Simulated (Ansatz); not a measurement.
# (PbSe)1(SnTe)3 [001] superlattice, started as rocksalt type: from the cell to its phonons, part 2 of 2

Wanted: phonon frequencies of (PbSe)1(SnTe)3 [001] superlattice, started as rocksalt type and what follows from them.

Ansatz 0.2.0; DFT PBE, scalar-relativistic, plane waves, PAW.

So far: Set-up; Relaxation. The relaxed cell has a = 4.501, c = 12.735 Å (conventional setting).

The structure was built from a prototype and need not be the compound's stable phase.

### 3. Tight relaxation

Phonons need a cell at rest on their own settings, so the relaxation is repeated with tight tolerances on forces and stress, using the mesh and the filling of the phonon run that follows.

The input, input.yaml:

```yaml
crystal:
  lattice:
    - [3.182615188, 3.182615188, 0.0]
    - [-3.182615188, 3.182615188, 0.0]
    - [0.0, 0.0, 12.7347911068]
  atoms:
    - { symbol: Pb, position: [0.0, 0.0, 0.0] }
    - { symbol: Se, position: [0.5, 0.5, 0.0] }
    - { symbol: Sn, position: [0.5, 0.5, 0.242651854] }
    - { symbol: Sn, position: [0.0, 0.0, 0.5] }
    - { symbol: Sn, position: [0.5, 0.5, 0.757348146] }
    - { symbol: Te, position: [0.0, 0.0, 0.252437425] }
    - { symbol: Te, position: [0.5, 0.5, 0.5] }
    - { symbol: Te, position: [0.0, 0.0, 0.747562575] }
kpoints:
  mp_grid: { grid: [8, 8, 4] }
hamiltonian:
  xc: pbe
scf:
  occupations: { method: gaussian, width: 0.01 }
output:
  forces: true
  stress: true
  eigenvalues: true
relax:
  adjacent_minimum: "off"
  f_tol: 0.001
  max_steps: 60
  cell: { stress_tol: 0.01 }
```

Started as:

```bash
$ ansatz run input.yaml --threads 8 --pin off --max-ram 14336MiB --backend cpu --events-out ev --progress --plain --runs-dir out
```

Numbers of over 12 decimals in the logs are rounded to 6 here.

The program printed:

```text
[...]
Crystal: 8 atoms, lattice volume = 257.982 Å³
Basis set: ecut = 420 eV, 5075 PW (Γ), exchange–correlation on 64×64×180 points (8 copies of the dense FFT grid, shifted against one another)
Bands: 72, of which v1, the nominal top of the filled ones, is band 60 counted from 1 (59 counted from 0)
Symmetry: 16 space group operations
[...]
k-points: 45 of 256
[...]
- [-3.182615188, 3.182615188, 0.0]
    - [0.0, 0.0, 12.7347911068]
  atoms:
    - { symbol: Pb, position: [0.0, 0.0, 0.0] }
    - { symbol: Se, position: [0.5, 0.5, 0.0] }
    - { symbol: Sn, position: [0.5, 0.5, 0.242651854] }
    - { symbol: Sn, position: [0.0, 0.0, 0.5] }
    - { symbol: Sn, position: [0.5, 0.5, 0.757348146] }
    - { symbol: Te, position: [0.0, 0.0, 0.252437425] }
    - { symbol: Te, position: [0.5, 0.5, 0.5] }
    - { symbol: Te, position: [0.0, 0.0, 0.747562575] }
[key lines of the parts left out:]
SCF converged after 7 iterations
Free energy (F): -56390.758775 eV
Fermi energy:    8.834955 eV
P = ⅓ Tr σ = -0.0018 GPa (-0.018 kbar)
```

The job ended after 13 s (8 threads of Arm Neoverse V2, shared host; peak memory 1.4 GiB).

Little changed from the start: no atom moved by 0.005 Å and no cell edge by 0.1 %.

This step gave:

| Property | Result |
| --- | --- |
| pressure | -0.001815 GPa |

The largest force component left is 0.80 meV/Å and the pressure is -0.002 GPa, within the tolerances set. The cell now holds 32.25 Å³/atom.

### 4. Linear response at the zone centre

The zone centre is the only wavevector solved here; it holds the modes that light can see, as far as symmetry allows. No field response is asked.

Edit input.yaml of step 3 so:

```diff
@@ -21,9 +21,4 @@
 output:
-  forces: true
-  stress: true
   eigenvalues: true
-relax:
-  adjacent_minimum: "off"
-  f_tol: 0.001
-  max_steps: 60
-  cell: { stress_tol: 0.01 }
+phonons:
+  method: dfpt
```

The program printed:

```text
zone centre: on kpoints.mp_grid the ground state, and the responses unless they are solved on pairs of k-points, stand on 63 of the mesh's 256 k-points, reduced under 4 symmetry operations, with k and −k counted as one. Each operation leaves every solved displacement unchanged or reverses it
[...]
Crystal: 8 atoms, lattice volume = 257.982 Å³
Basis set: ecut = 420 eV, 5075 PW (Γ), exchange–correlation on 64×64×180 points (8 copies of the dense FFT grid, shifted against one another)
Bands: 72, of which v1, the nominal top of the filled ones, is band 60 counted from 1 (59 counted from 0)
Symmetry: 16 space group operations
k-points: 63 of 256 (irreducible under 4 space group operations, time reversal used)
[...]
SCF iter   1: F=—  HF=-56390.765398 eV  |F-HF|=—  |Δ(HF+E_count)|=         —  Δρ=8.43e-4  dr2=1.54e-2  ethr=1.77e-3  ⟨swp⟩=7.0  Hψ=18009  notcnv=0  defer=3
[...]
SCF iter  11: F=-56390.758775 eV  HF=-56390.758775 eV  |F-HF|=1.46e-11  |Δ(HF+E_count)|=  1.46e-11  Δρ=2.31e-8  dr2=1.98e-12  ethr=1.00e-12  ⟨swp⟩=12.1  Hψ=27104  notcnv=0
SCF 1 converged in 11 iterations: F = -56390.758775 eV  dr2 = 1.98e-12
[...]
DFPT response loops at Γ: preconditioner auto → Resta (q_TF=auto, 2.402 Å⁻¹)  ε∞=19.8 (no band partly filled); β = 1.00, the filter's whole step (`scf.mixing.beta` (0.50) is not read by the response loops at its default; to damp them type it under 1.00, their step now; it binds the ground state too); Broyden in place of MSR1
SCF converged after 11 iterations
Free energy (F): -56390.758775 eV
[...]
Internal energy: -56390.758775 eV  (E = F + TS)
E sigma→0 (E₀):  -56390.758775 eV
Fermi energy:    8.834955 eV
[...]
--- Band table (eV; the first three rows and the last of 63) ---
  k-point 0: bands = [... 56 lower, 6.8424, 6.8424, 6.9523, 7.1310, 10.6925, 10.7568, 11.4177, 12.0709, ... 8 higher]
  k-point 1: bands = [... 56 lower, 6.7749, 6.7749, 7.0910, 7.9323, 9.9107, 11.4549, 11.6341, 11.9041, ... 8 higher]
  k-point 2: bands = [... 56 lower, 6.6382, 6.6382, 7.5797, 7.8982, 10.2621, 10.6478, 11.5124, 11.7677, ... 8 higher]
  k-point 62: bands = [... 56 lower, 6.2611, 6.3011, 6.5335, 6.5682, 11.6038, 11.6514, 11.9189, 11.9189, ... 8 higher]
--- Phonons (Γ-DFPT): 12 representative perturbations + reference, on 63 of 256 k-points (Σ response iterations 41) ---
  k mesh reduced under 4 symmetry operations, with k and −k counted as one. Each operation leaves every solved displacement unchanged or reverses it
  ASR residual: 2.228e-4 → 0.000e0 eV/Å²; symmetrization residual: 8.318e-5 eV/Å²
  ASR residual per site (eV/Å²): 8.43e-5 2.91e-5 4.00e-5 1.82e-5 4.00e-5 3.52e-5 2.23e-4 3.52e-5
  Γ frequencies (cm⁻¹): -56.52 -29.00 -29.00 0.00 0.00 0.00 25.26 25.26 30.62 30.62 32.18 32.18 49.05 49.05 49.59 57.55 57.55 63.53 63.53 73.03 77.14 79.45 102.71 104.65
  non-analytic LO–TO correction: not included (Born effective charges unavailable; polar crystals: no LO–TO splitting at Γ)
```

The job ended after 3.5 min (8 threads; peak memory 4.3 GiB; 27 min of CPU time).

This step gave:

| Item | Value |
| --- | --- |
| sum-rule residual before enforcement | 2.23e-4 eV/Å² |
| point group | 4/mmm |
| highest optical mode at the zone centre (no LO-TO term) | 104.7 cm⁻¹ |
| lowest optical zone-centre mode | -56.52 cm⁻¹ |

Without the LO-TO term. Patterns of degenerate modes are one choice out of their space. Modes at Γ, with each element's share of the kinetic energy (negative means imaginary):

```
mode  frequency (cm⁻¹)  symmetry  Pb %  Se %  Sn %  Te %
   1             -56.5       A2u     0    21    57    21
   2             -29.0        Eu    52    15     5    28
   3             -29.0        Eu    52    15     5    28
   4               0.0  acoustic    20     8    35    37
   5               0.0  acoustic    20     8    35    37
   6               0.0  acoustic    20     8    35    37
   7              25.3        Eu    19     3    69     9
   8              25.3        Eu    19     3    69     9
   9              30.6        Eg     0     0    61    39
  10              30.6        Eg     0     0    61    39
  11              32.2        Eu     8     0    70    22
  12              32.2        Eu     8     0    70    22
  13              49.0        Eu     1    73     7    19
  14              49.0        Eu     1    73     7    19
  15              49.6       A2u    37     8    36    19
  16              57.5        Eg     0     0    39    61
  17              57.5        Eg     0     0    39    61
  18              63.5        Eu     0     1    14    85
  19              63.5        Eu     0     1    14    85
  20              73.0       A2u    11     8     3    79
  21              77.1       A1g     0     0    89    11
  22              79.5       A2u    16    22    41    20
  23             102.7       A2u    16    33    28    23
  24             104.7       A1g     0     0    11    89
```

Displacements in mode 1 (-56.5 cm⁻¹), the largest set to 1:
```
Pb1  0.00  0.00  0.03
Se2  0.00  0.00 -1.00
Sn3  0.00  0.00  0.95
Sn4  0.00  0.00  0.05
Sn5  0.00  0.00  0.95
Te6  0.00  0.00 -0.28
Te7  0.00  0.00 -0.68
Te8  0.00  0.00 -0.28
```

Displacements in mode 23 (102.7 cm⁻¹), the largest set to 1:
```
Pb1  0.00  0.00 -0.43
Se2  0.00  0.00  1.00
Sn3  0.00  0.00  0.07
Sn4  0.00  0.00  0.74
Sn5  0.00  0.00  0.07
Te6  0.00  0.00 -0.04
Te7  0.00  0.00 -0.66
Te8  0.00  0.00 -0.04
```

Before it was imposed, the acoustic sum rule was missed by 2.2e-4 eV/Å². Small misses are needed for a sound result but don't prove that mesh and cutoff are converged. The lowest optical mode is imaginary, 56.5i cm⁻¹, so the energy falls along it.

### 5. Isotope substitution, element Pb, natural mass 207.2 amu

An isotope changes the mass and not the force constants, so no new electronic calculation is needed; the shifts show which modes move this element.

The same force constants with the mass of Pb changed from 207.200 to 203.973 u (phonopy, no LO-TO term). Both lists are sorted by frequency; levels can cross, so a row need not hold one and the same mode. Modes under 3 cm⁻¹ are left out. Isotope shifts, by row:

```
    q  rank  natural mass (cm⁻¹)  changed mass (cm⁻¹)
0 0 0     1               -56.52               -56.52
0 0 0     2                  -29               -29.12
0 0 0     3                  -29               -29.12
0 0 0     7                25.26                25.29
0 0 0     8                25.26                25.29
0 0 0     9                30.62                30.62
0 0 0    10                30.62                30.62
0 0 0    11                32.18                 32.2
0 0 0    12                32.18                 32.2
0 0 0    13                49.05                49.06
0 0 0    14                49.05                49.06
0 0 0    15                49.59                49.73
0 0 0    16                57.55                57.55
0 0 0    17                57.55                57.55
0 0 0    18                63.53                63.53
0 0 0    19                63.53                63.53
0 0 0    20                73.03                73.09
0 0 0    21                77.14                77.14
0 0 0    22                79.45                79.55
0 0 0    23                102.7                102.8
0 0 0    24                104.7                104.7
```

A mode of this element alone would shift by +0.79 %. The highest zone-centre frequency without the field goes from 104.7 to 104.7 cm⁻¹ (+0.0 %).

### 6. Another isotope, element Se, natural mass 78.971 amu

The same for Se, from 78.97 to 81.92 u.

The same force constants with the mass of Se changed from 78.971 to 81.917 u (phonopy, no LO-TO term). Both lists are sorted by frequency; levels can cross, so a row need not hold one and the same mode. Modes under 3 cm⁻¹ are left out. Isotope shifts, by row:

```
    q  rank  natural mass (cm⁻¹)  changed mass (cm⁻¹)
0 0 0     1               -56.52                -56.3
0 0 0     2                  -29               -28.92
0 0 0     3                  -29               -28.92
0 0 0     7                25.26                25.24
0 0 0     8                25.26                25.24
0 0 0     9                30.62                30.62
0 0 0    10                30.62                30.62
0 0 0    11                32.18                32.18
0 0 0    12                32.18                32.18
0 0 0    13                49.05                48.41
0 0 0    14                49.05                48.41
0 0 0    15                49.59                49.51
0 0 0    16                57.55                57.55
0 0 0    17                57.55                57.55
0 0 0    18                63.53                63.52
0 0 0    19                63.53                63.52
0 0 0    20                73.03                72.92
0 0 0    21                77.14                77.14
0 0 0    22                79.45                79.13
0 0 0    23                102.7                102.1
0 0 0    24                104.7                104.7
```

A mode of this element alone would shift by -1.81 %. The highest zone-centre frequency without the field goes from 104.7 to 104.7 cm⁻¹ (+0.0 %).

### 7. Another isotope, element Sn, natural mass 118.71 amu

The same for Sn, from 118.71 to 123.91 u.

The same force constants with the mass of Sn changed from 118.710 to 123.905 u (phonopy, no LO-TO term). Both lists are sorted by frequency; levels can cross, so a row need not hold one and the same mode. Modes under 3 cm⁻¹ are left out. Isotope shifts, by row:

```
    q  rank  natural mass (cm⁻¹)  changed mass (cm⁻¹)
0 0 0     1               -56.52               -55.84
0 0 0     2                  -29               -28.97
0 0 0     3                  -29               -28.97
0 0 0     7                25.26                24.88
0 0 0     8                25.26                24.88
0 0 0     9                30.62                30.22
0 0 0    10                30.62                30.22
0 0 0    11                32.18                 31.7
0 0 0    12                32.18                 31.7
0 0 0    13                49.05                48.98
0 0 0    14                49.05                48.98
0 0 0    15                49.59                 49.2
0 0 0    16                57.55                57.08
0 0 0    17                57.55                57.08
0 0 0    18                63.53                63.34
0 0 0    19                63.53                63.34
0 0 0    20                73.03                72.99
0 0 0    21                77.14                75.67
0 0 0    22                79.45                78.75
0 0 0    23                102.7                102.1
0 0 0    24                104.7                104.4
```

A mode of this element alone would shift by -2.12 %. The highest zone-centre frequency without the field goes from 104.7 to 104.4 cm⁻¹ (-0.2 %).

### 8. Isotope substitution, element Te, natural mass 127.6 amu

The same for Te, from 127.60 to 129.91 u.

A mode of this element alone would shift by -0.89 %. The highest zone-centre frequency without the field goes from 104.7 to 103.8 cm⁻¹ (-0.8 %).

### 9. Summary of results

- space group after relaxation (within 0.01 Å): P4/mmm
- volume per atom: 32.2 Å³
- gap on the k-mesh: 0.152 eV
- highest optical mode at the zone centre (no LO-TO term): 105 cm⁻¹
- lowest optical zone-centre mode: -56.5 cm⁻¹
- imaginary modes at Γ (the only wavevector solved): yes

What this shows: A zone-centre mode is imaginary (56.5i cm⁻¹), so this structure is not a minimum of the energy. Without the field, the optical modes at Γ span -57 to 105 cm⁻¹ (negative means imaginary). No dispersion was computed. The highest mode in this list at Γ, 104.7 cm⁻¹, is mostly motion of Te (89 % of the kinetic energy). Spin-orbit coupling is left out, which can matter for the heavy elements here. The starting cell was built on a prototype and not taken from a measurement, so the phase need not exist. These are harmonic frequencies at zero temperature: anharmonic shifts, linewidths and thermal expansion are left out.

[Logs are printed without paths, hosts, clocks, repeated set-up lines and the standing remarks that a program may print on its own settings, such as how far it seeks lower states.]

[Hosts, paths, dates, database ids (printed as entryN), source tags and the programs' standing remarks are cut or masked in the printed files.]
